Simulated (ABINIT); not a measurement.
# Quasiparticle gap of Diamond (Fd-3m, 2 atoms a cell) in ABINIT, part 2 of 3

How does a plane-wave GW calculation on Diamond (Fd-3m, 2 atoms a cell) run from the first input to the gap?

ABINIT 10.8.3; LDA and many-body steps on it, plane waves. Known limits of the many-body steps: not at the basis limit; coarse k mesh.

So far. Step 2 (Ground state): The gap is indirect, with the least direct gap 1.38 eV higher.

**3. Bands along the symmetry lines**

Level of this step: DFT, LDA, plane waves, norm-conserving pseudopotentials (ABINIT).

Levels along a band path, at the cheap level, show where the edges lie and whether the meshes to come will hold them.

run.abi reads:

```
acell 3*1.0 Angstrom
rprim 
  -0.000000000000 1.783370000000 1.783370000000
  1.783370000000 -0.000000000000 1.783370000000
  1.783370000000 1.783370000000 0.000000000000
ntypat 1
znucl 6
natom 2
typat 1 1
xred 
  0.000000000000 0.000000000000 -0.000000000000
  0.250000000000 0.250000000000 0.250000000000
pp_dirpath "pseudos"
pseudos "C.upf"
ecut 37
iscf -2
irdden 1
kptopt 0
nkpt 50
kpt 
  0.00000000 0.00000000 0.00000000
  0.06250000 0.00000000 0.06250000
  0.12500000 0.00000000 0.12500000
  0.18750000 0.00000000 0.18750000
  0.25000000 0.00000000 0.25000000
  0.31250000 0.00000000 0.31250000
  0.37500000 0.00000000 0.37500000
  0.43750000 0.00000000 0.43750000
  0.50000000 0.00000000 0.50000000
  0.51562500 0.03125000 0.51562500
  0.53125000 0.06250000 0.53125000
  0.54687500 0.09375000 0.54687500
  0.56250000 0.12500000 0.56250000
  0.57812500 0.15625000 0.57812500
  0.59375000 0.18750000 0.59375000
  0.60937500 0.21875000 0.60937500
  0.62500000 0.25000000 0.62500000
  0.37500000 0.37500000 0.75000000
  0.32812500 0.32812500 0.65625000
  0.28125000 0.28125000 0.56250000
  0.23437500 0.23437500 0.46875000
  0.18750000 0.18750000 0.37500000
  0.14062500 0.14062500 0.28125000
  0.09375000 0.09375000 0.18750000
  0.04687500 0.04687500 0.09375000
  0.00000000 0.00000000 0.00000000
  0.06250000 0.06250000 0.06250000
  0.12500000 0.12500000 0.12500000
  0.18750000 0.18750000 0.18750000
  0.25000000 0.25000000 0.25000000
  0.31250000 0.31250000 0.31250000
  0.37500000 0.37500000 0.37500000
  0.43750000 0.43750000 0.43750000
  0.50000000 0.50000000 0.50000000
  0.50000000 0.46875000 0.53125000
  0.50000000 0.43750000 0.56250000
  0.50000000 0.40625000 0.59375000
  0.50000000 0.37500000 0.62500000
  0.50000000 0.34375000 0.65625000
  0.50000000 0.31250000 0.68750000
  0.50000000 0.28125000 0.71875000
  0.50000000 0.25000000 0.75000000
  0.50000000 0.21875000 0.71875000
  0.50000000 0.18750000 0.68750000
  0.50000000 0.15625000 0.65625000
  0.50000000 0.12500000 0.62500000
  0.50000000 0.09375000 0.59375000
  0.50000000 0.06250000 0.56250000
  0.50000000 0.03125000 0.53125000
  0.50000000 0.00000000 0.50000000
istwfk *1
nband 14
nbdbuf 5
tolwfr 1e-07
nstep 50
prtwf 0
prtvol 0
indata_prefix "in"
outdata_prefix "out"
tmpdata_prefix "tmp"
```

Launch:

```console
> OMP_NUM_THREADS=1 mpirun -n 4 abinit run.abi > log
```

Numbers of over 12 decimals in the logs are rounded to 6 here.

The program printed:

```text
.Version 10.8.3 of ABINIT. v10.8.2 released Aug 2026.

 Symmetries : space group Fd -3 m (#227); Bravais cF (face-center cubic)
[... echo of the input left out ...]
== DATASET  1 ==================================================================
-   mpi_nproc: 4, omp_nthreads: 1 (-1 if OMP is not activated)

--- !DatasetInfo
iteration_state: {dtset: 1, }
dimensions: {natom: 2, nkpt: 50, mband: 14, nsppol: 1, nspinor: 1, nspden: 1, mpw: 869, }
cutoff_energies: {ecut:  37.0, pawecutdg:  -1.0, }
electrons: {nelect:   8.00000000E+00, charge:   0.00000000E+00, occopt:   1.00000000E+00, tsmear:   1.00000000E-02, }

 Real(R)+Recip(G) space primitive vectors, cartesian coordinates (Bohr,Bohr^-1):
 R(1)=  0.0000000  3.3700809  3.3700809  G(1)= -0.1483644  0.1483644  0.1483644
 R(2)=  3.3700809  0.0000000  3.3700809  G(2)=  0.1483644 -0.1483644  0.1483644
 R(3)=  3.3700809  3.3700809  0.0000000  G(3)=  0.1483644  0.1483644 -0.1483644
 Unit cell volume ucvol=  7.6551017E+01 bohr^3
 Angles (23,13,12)=  6.00000000E+01  6.00000000E+01  6.00000000E+01 degrees

 getcut: wavevector=  0.0000  0.0000  0.0000  ngfft=  30  30  30
         ecut(hartree)=     37.000   => boxcut(ratio)=   2.30135

 getcut : COMMENT -
  Note that boxcut > 2.2 ; recall that boxcut=Gcut(box)/Gcut(sphere) = 2
  is sufficient for exact treatment of convolution.
  Such a large boxcut is a waste : you could raise ecut
  e.g. ecut=   48.989798 Hartrees makes boxcut=2

--- Pseudopotential description ------------------------------------------------
- C Generated using ONCVPSP code by D. R. Hamann
-  6.00000   4.00000  180309                  znucl, zion, pspdat
12 -1012 1 -1 1234                            pspcod,pspxc,lmax,lloc,mmax
     nproj     2     2
  pspatm : epsatm=    4.35103003
         --- l  ekb(1:nproj) -->
             0    6.431505    0.400560
             1   -4.185684   -0.892924
 pspatm: atomic psp has been read  and splines computed

--------------------------------------------------------------------------------

================================================================================
 prteigrs : about to open file out_EIG
 Non-SCF case, kpt    1 (  0.00000  0.00000  0.00000), residuals and eigenvalues=
  6.53E-09  7.86E-09  8.86E-08  9.17E-09  5.10E-08  1.93E-08  5.11E-08  3.53E-08
  5.09E-08  5.20E-08  8.67E-08  3.93E-08  4.19E-08  6.30E-08
 -4.1574E-01  3.6879E-01  3.6879E-01  3.6879E-01  5.7315E-01  5.7315E-01
  5.7315E-01  8.6555E-01  1.0668E+00  1.3603E+00  1.3603E+00  1.3748E+00
  1.3748E+00  1.3748E+00
 Non-SCF case, kpt    2 (  0.06250  0.00000  0.06250), residuals and eigenvalues=
  7.11E-09  3.37E-08  6.23E-08  6.67E-09  2.50E-08  2.17E-08  6.60E-08  1.04E-08
[...]
1.3872E+00  1.4832E+00
 Non-SCF case, kpt    3 (  0.12500  0.00000  0.12500), residuals and eigenvalues=
  9.04E-08  2.44E-08  5.42E-08  1.95E-08  6.75E-08  1.00E-08  3.98E-08  5.29E-08
[...]
1.4242E+00  1.5487E+00
[...]
Non-SCF case, kpt   49 (  0.50000  0.03125  0.53125), residuals and eigenvalues=
[...]
1.8015E+00  1.8015E+00
 Non-SCF case, kpt   50 (  0.50000  0.00000  0.50000), residuals and eigenvalues=
[...]
1.7906E+00  1.7906E+00

--- !ResultsGS
iteration_state: {dtset: 1, }
comment   : Summary of ground state results
lattice_vectors:
- [ -0.0000000,   3.3700809,   3.3700809, ]
- [  3.3700809,  -0.0000000,   3.3700809, ]
- [  3.3700809,   3.3700809,   0.0000000, ]
lattice_lengths: [   4.76601,    4.76601,    4.76601, ]
lattice_angles: [ 60.000,  60.000,  60.000, ] # degrees, (23, 13, 12)
lattice_volume:   7.6551017E+01
convergence: {deltae:  0.000E+00, res2:  0.000E+00, residm:  9.978E-08, diffor:  0.000E+00, }
etotal    :  -1.20638261E+01
entropy   :   0.00000000E+00
fermie    :   3.68790911E-01
cartesian_stress_tensor: null
pressure_GPa: null
xred      :
- [  0.0000E+00,   0.0000E+00,   0.0000E+00,  C]
- [  2.5000E-01,   2.5000E-01,   2.5000E-01,  C]
cartesian_forces: null
force_length_stats: {min: null, max: null, mean: null, }

 Integrated electronic density in atomic spheres:
 ------------------------------------------------
 Atom  Sphere_radius  Integrated_density
    1        2.00000          4.69161343
    2        2.00000          4.65376417
================================================================================

 ----iterations are completed or convergence reached----

 Mean square residual over all n,k,spin=   37.917E-09; max=  99.778E-09
 reduced coordinates (array xred) for    2 atoms
       0.000000000000      0.000000000000      0.000000000000
       0.250000000000      0.250000000000      0.250000000000

 cartesian coordinates (angstrom) at end:
    1      0.000000     0.000000     0.000000
    2      0.891685     0.891685     0.891685
 length scales=  1.889726125908  1.889726125908  1.889726125908 bohr
              =  1.000000000000  1.000000000000  1.000000000000 angstroms
 prteigrs : about to open file out_EIG
 Eigenvalues (hartree) for nkpt=  50  k points:
 kpt#   1, nband= 14, wtk=  1.00000, kpt=  0.0000  0.0000  0.0000 (reduced coord)
[...]
kpt#   2, nband= 14, wtk=  1.00000, kpt=  0.0625  0.0000  0.0625 (reduced coord)
[...]
kpt#   3, nband= 14, wtk=  1.00000, kpt=  0.1250  0.0000  0.1250 (reduced coord)
[...]
kpt#  49, nband= 14, wtk=  1.00000, kpt=  0.5000  0.0313  0.5313 (reduced coord)
  -0.09467   -0.09467    0.13364    0.13364    0.54914    0.54914    0.97696    0.97696
   1.20749    1.20749    1.55122    1.55122    1.80149    1.80149
 kpt#  50, nband= 14, wtk=  1.00000, kpt=  0.5000  0.0000  0.5000 (reduced coord)
  -0.09555   -0.09555    0.13663    0.13663    0.54369    0.54369    0.97942    0.97942
   1.21064    1.21064    1.55712    1.55712    1.79064    1.79064

== END DATASET(S) ==============================================================
================================================================================

 -outvars: echo values of variables after computation  --------
            nband          14
             nkpt          50
          spgroup         227
 [... the other variables as echoed above ...]

 Calculation completed.
```

Elapsed: 3 s, on 4 MPI ranks of Arm Neoverse V1, shared host; peak memory 0.07 GiB; 12 s of CPU time.

Numbers from this step:

- gap: 4.142 eV
- k of the valence top: 0, 0, 0
- k of the conduction bottom: 0.375, 0, 0.375
- least direct gap: 5.561 eV

The gap is 4.142 eV, −0.036 eV from the run before at this level.

Electronic bands along the path, in eV, zero at the top of the highest filled band; v1 is the highest filled band, c1 the lowest empty one:

| point | v4 | v3 | v2 | v1 | c1 | c2 | c3 | c4 |
| --- | --- | --- | --- | --- | --- | --- | --- | --- |
| Γ | -21.35 | 0.00 | 0.00 | 0.00 | 5.56 | 5.56 | 5.56 | 13.52 |
| halfway | -19.07 | -4.41 | -4.13 | -4.13 | 4.44 | 10.24 | 11.51 | 11.51 |
| X | -12.64 | -12.64 | -6.32 | -6.32 | 4.76 | 4.76 | 16.62 | 16.62 |
| halfway | -12.54 | -12.38 | -7.60 | -6.08 | 4.99 | 6.65 | 15.95 | 16.29 |
| U | -12.79 | -11.61 | -9.38 | -5.38 | 5.67 | 10.70 | 14.24 | 15.52 |
| jump to K | -12.79 | -11.61 | -9.38 | -5.38 | 5.67 | 10.70 | 14.24 | 15.52 |
| halfway | -18.79 | -6.44 | -5.57 | -1.75 | 8.11 | 8.65 | 10.02 | 13.63 |
| Γ | -21.35 | 0.00 | 0.00 | 0.00 | 5.56 | 5.56 | 5.56 | 13.52 |
| halfway | -19.63 | -6.55 | -1.75 | -1.75 | 7.75 | 7.75 | 8.22 | 14.56 |
| L | -15.51 | -13.39 | -2.81 | -2.81 | 8.43 | 8.43 | 9.04 | 15.40 |
| halfway | -14.50 | -12.36 | -6.28 | -4.71 | 8.22 | 9.49 | 13.04 | 14.72 |
| W | -11.80 | -11.80 | -8.38 | -8.38 | 10.50 | 10.50 | 12.35 | 12.35 |
| halfway | -12.28 | -12.28 | -7.34 | -7.34 | 6.85 | 6.85 | 15.43 | 15.43 |
| X | -12.64 | -12.64 | -6.32 | -6.32 | 4.76 | 4.76 | 16.62 | 16.62 |

The electronic bands as a text plot (rows in eV, shown from -8.0 to 10.1 only):

```
    9.8 |    +           +    +++                     ++ + +
    9.0 |                       +              +++++++  +   +
    8.3 |       ++            +++++         ++++++++++++
    7.5 |  ++           +   ++     ++      ++
    6.7 |         +    +   +     ++      ++                  +
    6.0 | +               +        +++  +                     +
    5.2 |++++      ++ ++++            ++                       ++
    4.5 |    ++++++++++
    3.7 |
    3.0 |
    2.2 |
    1.4 |
    0.7 |
   -0.1 |**                        ******
   -0.8 | *                      **  *  ***
   -1.6 |  **                   *          **
   -2.3 |    *                **   **    **  ***
   -3.1 |    *                                  *****
   -3.8 |     **            **   **                 **
   -4.6 |     **           *     **        *          *
   -5.4 |       **       **     *                    * *
   -6.1 |       *********       *                     *         *
   -6.9 |             *       **            *           *     **
   -7.6 |              *                               * *   *
         Γ           X  U|K            Γ         L        W     X
```

**4. Empty states on the mesh, 6×6×6 mesh, 299 bands**

The sums over transitions need many empty states on a uniform mesh; this step solves for them.

run.abi reads:

```
acell 3*1.0 Angstrom
rprim 
  -0.000000000000 1.783370000000 1.783370000000
  1.783370000000 -0.000000000000 1.783370000000
  1.783370000000 1.783370000000 0.000000000000
ntypat 1
znucl 6
natom 2
typat 1 1
xred 
  0.000000000000 0.000000000000 -0.000000000000
  0.250000000000 0.250000000000 0.250000000000
pp_dirpath "pseudos"
pseudos "C.upf"
ecut 37
ngkpt 6 6 6
nshiftk 1
shiftk 0 0 0
kptopt 1
chksymbreak 0
irdden 1
istwfk *1
nband 299
prtvol 0
optdriver 6
gwr_task "HDIAGO"
paral_kgb 0
occopt 1
indata_prefix "in"
outdata_prefix "out"
tmpdata_prefix "tmp"
```

The program printed:

```text
[banner, memory and clock lines left out]
.Version 10.8.3 of ABINIT. v10.8.2 released Aug 2026.

 Symmetries : space group Fd -3 m (#227); Bravais cF (face-center cubic)
[... echo of the input left out ...]
== DATASET  1 ==================================================================
-   mpi_nproc: 4, omp_nthreads: 1 (-1 if OMP is not activated)

--- !DatasetInfo
iteration_state: {dtset: 1, }
dimensions: {natom: 2, nkpt: 16, mband: 299, nsppol: 1, nspinor: 1, nspden: 1, mpw: 869, }
cutoff_energies: {ecut:  37.0, pawecutdg:  -1.0, }
electrons: {nelect:   8.00000000E+00, charge:   0.00000000E+00, occopt:   1.00000000E+00, tsmear:   1.00000000E-02, }

.Using double precision arithmetic; gwpc =  8

- Reading GS density from: in_DEN

--- Pseudopotential description ------------------------------------------------
- C Generated using ONCVPSP code by D. R. Hamann
-  6.00000   4.00000  180309                  znucl, zion, pspdat
12 -1012 1 -1 1234                            pspcod,pspxc,lmax,lloc,mmax
     nproj     2     2
  pspatm : epsatm=    4.35103003
         --- l  ekb(1:nproj) -->
             0    6.431505    0.400560
             1   -4.185684   -0.892924
 pspatm: atomic psp has been read  and splines computed

   6.96164805E+01                                ecore*ucvol(ha*bohr**3)

 Total charge density [el/Bohr^3]
)     Maximum=    2.9783E-01  at reduced coord.    0.2000    0.2000    0.4333
)     Minimum=    1.3873E-02  at reduced coord.    0.5000    0.5000    0.5000
   Integrated=    8.0000E+00

 === KS gaps after direct diagonalization ===
 Indirect band gap semiconductor
 Fundamental gap:     4.162 (eV)
   VBM:    10.035 (eV) at k: [ 0.0000E+00,  0.0000E+00,  0.0000E+00]
   CBM:    14.197 (eV) at k: [ 3.3333E-01,  3.3333E-01,  0.0000E+00]
 Direct gap:         5.561 (eV) at k: [ 0.0000E+00,  0.0000E+00,  0.0000E+00]

== END DATASET(S) ==============================================================

 -outvars: echo values of variables after computation  --------
           etotal      0.0000000000E+00
            nband         299
             nkpt          16
          spgroup         227
 [... the other variables as echoed above ...]

 Calculation completed.
```

Run time: 5 s. Hardware: 4 MPI ranks; peak memory 0.37 GiB; 20 s of CPU time.

This step gave:

```yaml
gap: 4.162 eV
k_of_the_valence_top: 0, 0, 0
k_of_the_conduction_bottom: 0.3333, 0.3333, 0
least_direct_gap: 5.561 eV
k_points_computed: 16
lowest_point_of_the_top_converged_band_above_the_valence_top: 463.4490 eV
```

On this mesh the gap is 4.162 eV.

**5. Screening, 6×6×6 mesh, 291 bands, screening to 598.7 eV**

The RPA dielectric matrix is built and inverted for each q.

This step: RPA screening on LDA, plane waves, norm-conserving pseudopotentials.

run.abi: that of step 4 with these lines changed.

```diff
@@ -20,10 +20,11 @@
 chksymbreak 0
-irdden 1
 istwfk *1
-nband 299
-prtvol 0
-optdriver 6
-gwr_task "HDIAGO"
-paral_kgb 0
 occopt 1
+irdwfk 1
+optdriver 3
+nband 291
+ecuteps 22
+inclvkb 2
+awtr 1
+symchi 1
 indata_prefix "in"
```

The program printed:

```text
.Version 10.8.3 of ABINIT. v10.8.2 released Aug 2026.

 Symmetries : space group Fd -3 m (#227); Bravais cF (face-center cubic)
[... echo of the input left out ...]
== DATASET  1 ==================================================================
-   mpi_nproc: 4, omp_nthreads: 1 (-1 if OMP is not activated)

--- !DatasetInfo
iteration_state: {dtset: 1, }
dimensions: {natom: 2, nkpt: 16, mband: 291, nsppol: 1, nspinor: 1, nspden: 1, mpw: 869, }
cutoff_energies: {ecut:  37.0, pawecutdg:  -1.0, }
electrons: {nelect:   8.00000000E+00, charge:   0.00000000E+00, occopt:   1.00000000E+00, tsmear:   1.00000000E-02, }

 SCREENING: Calculation of the susceptibility and dielectric matrices

 Based on a program developped by R.W. Godby, V. Olevano, G. Onida, and L. Reining.
 Incorporated in ABINIT by V. Olevano, G.-M. Rignanese, and M. Torrent.
.Using double precision arithmetic ; gwpc =  8

[... cell and pseudopotentials left out ...]
--------------------------------------------------------------------------------

 ==== K-mesh for the wavefunctions ====
 Number of points in the irreducible wedge :    16
[... list of points left out ...]
 Together with 48 symmetry operations and time-reversal symmetry
 yields   216 points in the full Brillouin Zone.

 ==== Q-mesh for the screening function ====
 Number of points in the irreducible wedge :    16
[... list of points left out ...]
 Together with 48 symmetry operations and time-reversal symmetry
 yields   216 points in the full Brillouin Zone.

 setmesh: FFT mesh size selected  =    24x   24x   24
          total number of points  =        13824

 vcoul_init : cutoff-mode = AUXILIARY_FUNCTION
 q-points for optical limit:   1
     1)      0.000010    0.000020    0.000030

- screening: taking advantage of time-reversal symmetry
- Maximum band index for partially occupied states nbvw = 4
- Remaining bands to be divided among processors   nbcw = 287
- Number of bands treated by each node ~71

 Number of electrons calculated from density =    8.0000; Expected =    8.0000
 average of density, n =  0.104505
 r_s =    1.3170
 omega_plasma =   31.1835 [eV]

 calculating chi0 at frequencies [eV] :
  1    0.000000E+00    0.000000E+00
  2    0.000000E+00    3.118352E+01

--------------------------------------------------------------------------------
  q-point number  1        q = ( 0.000000, 0.000000, 0.000000) [r.l.u.]
--------------------------------------------------------------------------------
[... chi0 elements left out ...]
 For q-point:  0.000010 0.000020 0.000030
  dielectric constant =   5.7727
  dielectric constant without local fields =   6.2262

  Average fulfillment of the sum rule on Im[epsilon] for q-point    1 :    100.10  [%]
[... wings left out ...]
  q-point number  2        q = ( 0.166667, 0.000000, 0.000000) [r.l.u.]
--------------------------------------------------------------------------------
[... chi0 elements left out ...]
  Average fulfillment of the sum rule on Im[epsilon] for q-point    2 :    101.24  [%]

 [... 14 further q-points ...]
```

It took 3.4 min on 4 MPI ranks; peak memory 1.6 GiB; 14 min of CPU time.

Numbers from this step:

| Item | Value |
| --- | --- |
| ε∞ with local fields, on this mesh, along the program's q direction | 5.773 |
| the same without local fields | 6.226 |
| plasma frequency | 31.18 eV |
| plane waves in the screening matrix | 339 |

Local fields lower ε∞ by 7 %. On a Γ-centred mesh this coarse the value itself is usually too large, while a short band sum pulls it down.

[end of part 2 of 3]

[Paths, hosts, dates, memory and timing lines, banners, echoed tables and standing remarks are left out of the program output.]

[Logs are printed without paths, hosts, clocks, repeated set-up lines and the standing remarks that a program may print on its own settings, such as how far it seeks lower states.]

[Runs of the session that timed out or met a known fault of the program may be left out.]

[Hosts, paths, dates, database ids (printed as entryN), source tags and the programs' standing remarks are cut or masked in the printed files.]

[G0W0 gaps are taken among the corrected bands and points alone; a level outside them can change the order at an edge.]

[Where Ansatz stands beside ABINIT at settings called matched, ABINIT's density can come from a denser mesh and the files from another edition; pairs whose starting gaps differed by over 0.03 eV were left out, so agreement reads better than it is.]
